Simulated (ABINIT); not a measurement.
# CsH (Pm-3m): G0W0 in ABINIT against the screening cutoff in the self-energy

Aim: move the screening cutoff in the self-energy of a G0W0 run on CsH (Pm-3m) over a wide range.

Main program and level: ABINIT 10.8.3; LDA and many-body steps on it, plane waves.

The raw output is cut from this account; settings, times and results stay.

## Step 1: The system as given

It takes space group Pm-3m (No. 221, cubic). The conventional cell has a = 3.818 Å, b = 3.818 Å, c = 3.818 Å, α = 90.00°, β = 90.00°, γ = 90.00°. Cs has 8 H at 3.31 Å nearest. Nearest to H lie 8 Cs at 3.31 Å. Farther neighbours, and contacts between anions beyond the nearest, are not listed.

The cell and positions are those that the Materials Project relaxed with its own functionals (PBE, PBE+U or r2SCAN), kept fixed.

## Step 2: Screening, 4×4×4 mesh, 95 bands, screening to 176.9 eV

This step: ABINIT 10.8.3; RPA screening on LDA, plane waves, norm-conserving pseudopotentials.

The RPA dielectric matrix is built and inverted for each q.

run.abi reads:

```
acell 3*1.0 Angstrom
rprim 
  3.818408540000 0.000000000000 0.000000000000
  0.000000000000 3.818408540000 0.000000000000
  0.000000000000 0.000000000000 3.818408540000
ntypat 2
znucl 55 1
natom 2
typat 1 2
xred 
  0.000000000000 0.000000000000 0.000000000000
  0.500000000000 0.500000000000 0.500000000000
pp_dirpath "pseudos"
pseudos "Cs.upf, H.upf"
ecut 31
ngkpt 4 4 4
nshiftk 1
shiftk 0 0 0
kptopt 1
chksymbreak 0
istwfk *1
occopt 1
irdwfk 1
optdriver 3
nband 95
ecuteps 6.5
inclvkb 2
awtr 1
symchi 1
indata_prefix "in"
outdata_prefix "out"
tmpdata_prefix "tmp"
```

On the command line:

```console
$ OMP_NUM_THREADS=1 mpirun -n 4 abinit run.abi > log
```

It took 15 s on 4 MPI ranks of Arm Neoverse V2, shared host; peak memory 0.75 GiB; 60 s of CPU time.

Read from the output:

- ε∞ with local fields, on this mesh: 3.837
- ε∞ without local fields, on this mesh: 4.360
- plasma frequency: 15.74 eV
- plane waves in the screening matrix: 305

Local fields lower ε∞ by 12 %. On a Γ-centred mesh this coarse the value itself is usually too large, while a short band sum pulls it down.

## Step 3: 0.7 Ha

This step: G0W0 on LDA, plane waves, norm-conserving pseudopotentials.

run.abi, as its differences from that of step 2:

```diff
@@ -23,8 +23,19 @@
 irdwfk 1
-optdriver 3
+optdriver 4
 nband 95
-ecuteps 6.5
-inclvkb 2
-awtr 1
-symchi 1
+gwcalctyp 0
+ecutsigx 31
+symsigma 1
+nkptgw 3
+kptgw 
+  0.5000000000 0.5000000000 0.5000000000
+  0.5000000000 0.0000000000 0.0000000000
+  0.0000000000 0.0000000000 0.0000000000
+bdgw 
+  2 8
+  3 7
+  2 7
+ecuteps 0.7
+irdscr 1
+ppmodel 1
 indata_prefix "in"
```

Elapsed: 3.2 s, on 4 MPI ranks; peak memory 0.58 GiB; 12 s of CPU time.

Read from the output:

* G0W0 gap on the mesh: 4.407 eV
* starting gap on the mesh: 2.297 eV
* k of the valence top: 0.5, 0.5, 0.5
* k of the conduction bottom: 0.5, 0, 0
* Z at the valence top: 0.825
* Z at the conduction bottom: 0.839
* least direct G0W0 gap on the computed points: 4.527 eV

## Step 4: 1.3 Ha

run.abi, as its differences from that of step 3:

```diff
@@ -37,3 +37,3 @@
   2 7
-ecuteps 0.7
+ecuteps 1.3
 irdscr 1
```

The job ended after 3.3 s (4 MPI ranks; peak memory 0.58 GiB; 13 s of CPU time).

Numbers from this step:

| Item | Value |
| --- | --- |
| G0W0 gap on the mesh | 4.14 eV |
| starting gap on the mesh | 2.297 eV |
| k of the valence top | 0.5, 0.5, 0.5 |
| k of the conduction bottom | 0.5, 0, 0 |
| Z at the valence top | 0.791 |
| Z at the conduction bottom | 0.825 |
| least direct G0W0 gap on the computed points | 4.291 eV |

## Step 5: 2.3 Ha

The self-energy is evaluated for the states that the input lists, and the quasiparticle equation is solved.

run.abi, as its differences from that of step 4:

```diff
@@ -37,3 +37,3 @@
   2 7
-ecuteps 1.3
+ecuteps 2.3
 irdscr 1
```

Wall time 4.4 s (4 MPI ranks); peak memory 0.6 GiB.

Numbers from this step:

| Property | Result |
| --- | --- |
| G0W0 gap on the mesh | 4.259 eV |
| starting gap on the mesh | 2.297 eV |
| k of the valence top | 0.5, 0.5, 0.5 |
| k of the conduction bottom | 0.5, 0, 0 |
| least direct G0W0 gap on the computed points | 4.395 eV |

The gap on the mesh goes from 2.30 eV to 4.26 eV, a correction of +1.96 eV.

## Step 6: 3.2 Ha

run.abi, as its differences from that of step 5:

```diff
@@ -37,3 +37,3 @@
   2 7
-ecuteps 2.3
+ecuteps 3.2
 irdscr 1
```

Wall time 4.8 s (4 MPI ranks); peak memory 0.59 GiB; 19 s of CPU time.

This step gave:

| Quantity | Value |
| --- | --- |
| G0W0 gap on the mesh | 4.276 eV |
| starting gap on the mesh | 2.297 eV |
| k of the valence top | 0.5, 0.5, 0.5 |
| k of the conduction bottom | 0.5, 0, 0 |
| least direct G0W0 gap on the computed points | 4.41 eV |

Against the run before, the gap moves by +0.017 eV.

## Step 7: 4.9 Ha

run.abi, as its differences from that of step 6:

```diff
@@ -37,3 +37,3 @@
   2 7
-ecuteps 3.2
+ecuteps 4.9
 irdscr 1
```

It took 9.1 s on 4 MPI ranks; peak memory 0.7 GiB; 36 s of CPU time.

This step gave:

- G0W0 gap on the mesh: 4.321 eV
- starting gap on the mesh: 2.297 eV
- k of the valence top: 0.5, 0.5, 0.5
- k of the conduction bottom: 0.5, 0, 0
- least direct G0W0 gap on the computed points: 4.452 eV

Against the run before, the gap moves by +0.045 eV.

## Step 8: 6.5 Ha

run.abi, as its differences from that of step 7:

```diff
@@ -37,3 +37,3 @@
   2 7
-ecuteps 4.9
+ecuteps 6.5
 irdscr 1
```

The job ended after 21 s (4 MPI ranks; peak memory 0.92 GiB).

Read from the output:

```
G0W0 gap on the mesh                         : 4.324 eV
starting gap on the mesh                     : 2.297 eV
k of the valence top                         : 0.5, 0.5, 0.5
k of the conduction bottom                   : 0.5, 0, 0
least direct G0W0 gap on the computed points : 4.462 eV
```

Against the run before, the gap moves by +0.003 eV.

## Step 9: The runs together

Times are wall times on 4 MPI ranks of Arm Neoverse V2, shared host, good to a factor of about two. A run's time includes the screening step that it read.

| run | mesh | bands | screening cutoff (eV) | DFT gap (eV) | gap on the mesh (eV) | direct (eV) | ε∞ used | time |
| --- | --- | --- | --- | --- | --- | --- | --- | --- |
| 0.7 Ha | 4×4×4 | 95 | 19 | 2.297 | 4.407 | 4.527 | 3.84 | 18 s |
| 1.3 Ha | 4×4×4 | 95 | 35.4 | 2.297 | 4.140 | 4.291 | 3.84 | 18 s |
| 2.3 Ha | 4×4×4 | 95 | 62.6 | 2.297 | 4.259 | 4.395 | 3.84 | 19 s |
| 3.2 Ha | 4×4×4 | 95 | 87.1 | 2.297 | 4.276 | 4.410 | 3.84 | 20 s |
| 4.9 Ha | 4×4×4 | 95 | 133.3 | 2.297 | 4.321 | 4.452 | 3.84 | 24 s |
| 6.5 Ha | 4×4×4 | 95 | 176.9 | 2.297 | 4.324 | 4.462 | 3.84 | 36 s |

## Step 10: Summary of results

```
0.7 Ha       : 4.407 eV
1.3 Ha       : 4.140 eV
2.3 Ha       : 4.259 eV
3.2 Ha       : 4.276 eV
4.9 Ha       : 4.321 eV
6.5 Ha       : 4.324 eV
known limits : short of the basis limit; no spin-orbit coupling; coarse k mesh
```

What this shows: The setting moved: screening cutoff in the self-energy. From 0.7 Ha to 6.5 Ha the gap moves by −0.08 eV, not steadily: it passes through 4.14 eV. It holds to 0.03 eV from 4.9 Ha on. Bands and screening cutoff are coupled, so a series along one setting does not show full convergence. Where bands and cutoff are finite, the G0W0 gap stands short of the basis limit, usually by up to a few tenths of an eV; the mesh is an error of its own. The 4×4×4 mesh is coarse for this cell, which bears on the long-range parts of exchange and screening. The many-body steps are scalar-relativistic: spin-orbit coupling is not in them.

[Long decimals in the printed logs are rounded to 6 places.]

[Logs are printed without paths, hosts, clocks, repeated set-up lines and the standing remarks that a program may print on its own settings, such as how far it seeks lower states.]

[Paths, hosts, dates, memory and timing lines, banners, echoed tables and standing remarks are left out of the program output; an Ansatz launch command may be rebuilt from the run's recorded settings. Measured values are a selection of at most five: reports struck by readers or far from the other reports are left out. None is set beside runs whose start may be inverted or whose files or cutoffs have a known fault.]

[Runs of the session that timed out or met a known fault of the program may be left out.]

[Hosts, paths, dates, database ids (printed as entryN), source tags and the programs' standing remarks are cut or masked in the printed files.]

[G0W0 gaps are taken among the corrected bands and points alone; a level outside them can change the order at an edge.]

[Where Ansatz stands beside ABINIT at settings called matched, ABINIT's density can come from a denser mesh and the files from another edition; pairs whose starting gaps differed by over 0.03 eV were left out, so agreement reads better than it is.]
